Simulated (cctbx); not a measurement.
# Resonant diffraction in ErMgCrFeO6

Space group Pc (no. 7), a = 5.3460 Å, b = 5.3510 Å, c = 8.9380 Å, α = 90.00°, β = 123.99°, γ = 90.00°.

```
atom  mult.       x       y       z  Ueq (Å²)
 Er1      2  0.2198  0.7084  0.7455    0.0023
 Fe1      2  0.9970  0.2485  0.4959    0.0027
 Cr1      2  0.5100  0.2430  0.0027    0.0043
 Mg1      2  0.7651  0.2000  0.7466    0.0076
  O1      2  0.6626  0.1922  0.2445    0.0039
  O2      2  0.8438  0.0119  0.0657    0.0080
  O3      2  0.2258  0.0354  0.4458    0.0058
  O4      2  0.3931  0.7040  0.2490    0.0072
  O5      2  0.1123  0.5746  0.4294    0.0046
  O6      2  0.7365  0.5663  0.0503    0.0078
```

The model was made for the exercise: a known structure type with other elements put in, its volume estimated, not relaxed; displacement parameters are assumed.

Calculated with cctbx: free-atom f′ and f″ from the Sasaki tables, no fine structure; amplitudes in electrons.

How do |F(hkl)| and |F(−h−k−l)| change across the Er L3 edge?

```text
E (eV)    f'(Er)   f''           |F|2 0 0        |F|0 1 2        |F|1 1 0        |F|1 0 0
   7758   -8.47   4.18       75.7/  66.1     23.9/  23.2     33.2/  32.6     82.0/  80.5
   8108  -10.36   3.89       70.6/  61.6     22.9/  22.3     32.2/  31.7     78.3/  77.0
   8238  -11.98   3.79       67.1/  58.3     22.1/  21.5     31.3/  30.8     75.1/  74.0
   8298  -13.39   3.75       64.2/  55.5     21.4/  20.7     30.6/  30.1     72.3/  71.3
   8328  -14.86   3.73       61.3/  52.6     20.7/  20.0     29.8/  29.3     69.4/  68.4
   8343  -16.33   3.71       58.5/  49.8     19.9/  19.2     29.1/  28.6     66.5/  65.6
   8350  -17.64   3.71       56.0/  47.3     19.3/  18.6     28.4/  27.9     63.8/  63.1
   8354  -19.04   3.71       53.3/  44.6     18.6/  17.8     27.7/  27.2     61.1/  60.4
   8362  -19.51  10.57       49.7/  49.5     19.8/  17.6     28.2/  27.2     60.8/  65.0
   8366  -17.86  10.56       53.0/  52.3     20.5/  18.5     29.0/  28.0     64.0/  67.9
   8373  -16.41  10.53       55.8/  54.8     21.2/  19.2     29.7/  28.8     66.9/  70.4
   8388  -14.84  10.48       58.9/  57.4     21.9/  20.0     30.5/  29.6     69.9/  73.2
   8418  -13.29  10.39       61.9/  60.1     22.6/  20.8     31.3/  30.3     73.0/  76.0
   8508  -11.35  10.12       65.5/  63.3     23.5/  21.8     32.2/  31.3     76.8/  79.4
   8758   -9.61   9.54       68.4/  66.0     24.2/  22.7     33.0/  32.2     80.0/  82.4
```

The edge is at 8358 eV. f′ of Er falls from -12.0 e at 8238 eV to -19.0 e at 4 eV below it, and f″ steps from 3.71 to 10.56 e across it. Over that approach |F| changes by -21 % (2 0 0), -16 % (0 1 2), -12 % (1 1 0) and -19 % (1 0 0): a reflection falls where Er scatters in phase with the total and rises where it scatters against it; it hardly moves where the Er term is small or cancels by symmetry or lies in quadrature to the total. The f″ term interferes with the normal scattering with opposite sign for the two Friedel mates. The largest Friedel difference in the scan is 17.8 % of the mean (2 0 0, at 8354 eV).

[Logs are printed without paths, hosts, clocks, repeated set-up lines and the standing remarks that a program may print on its own settings, such as how far it seeks lower states.]
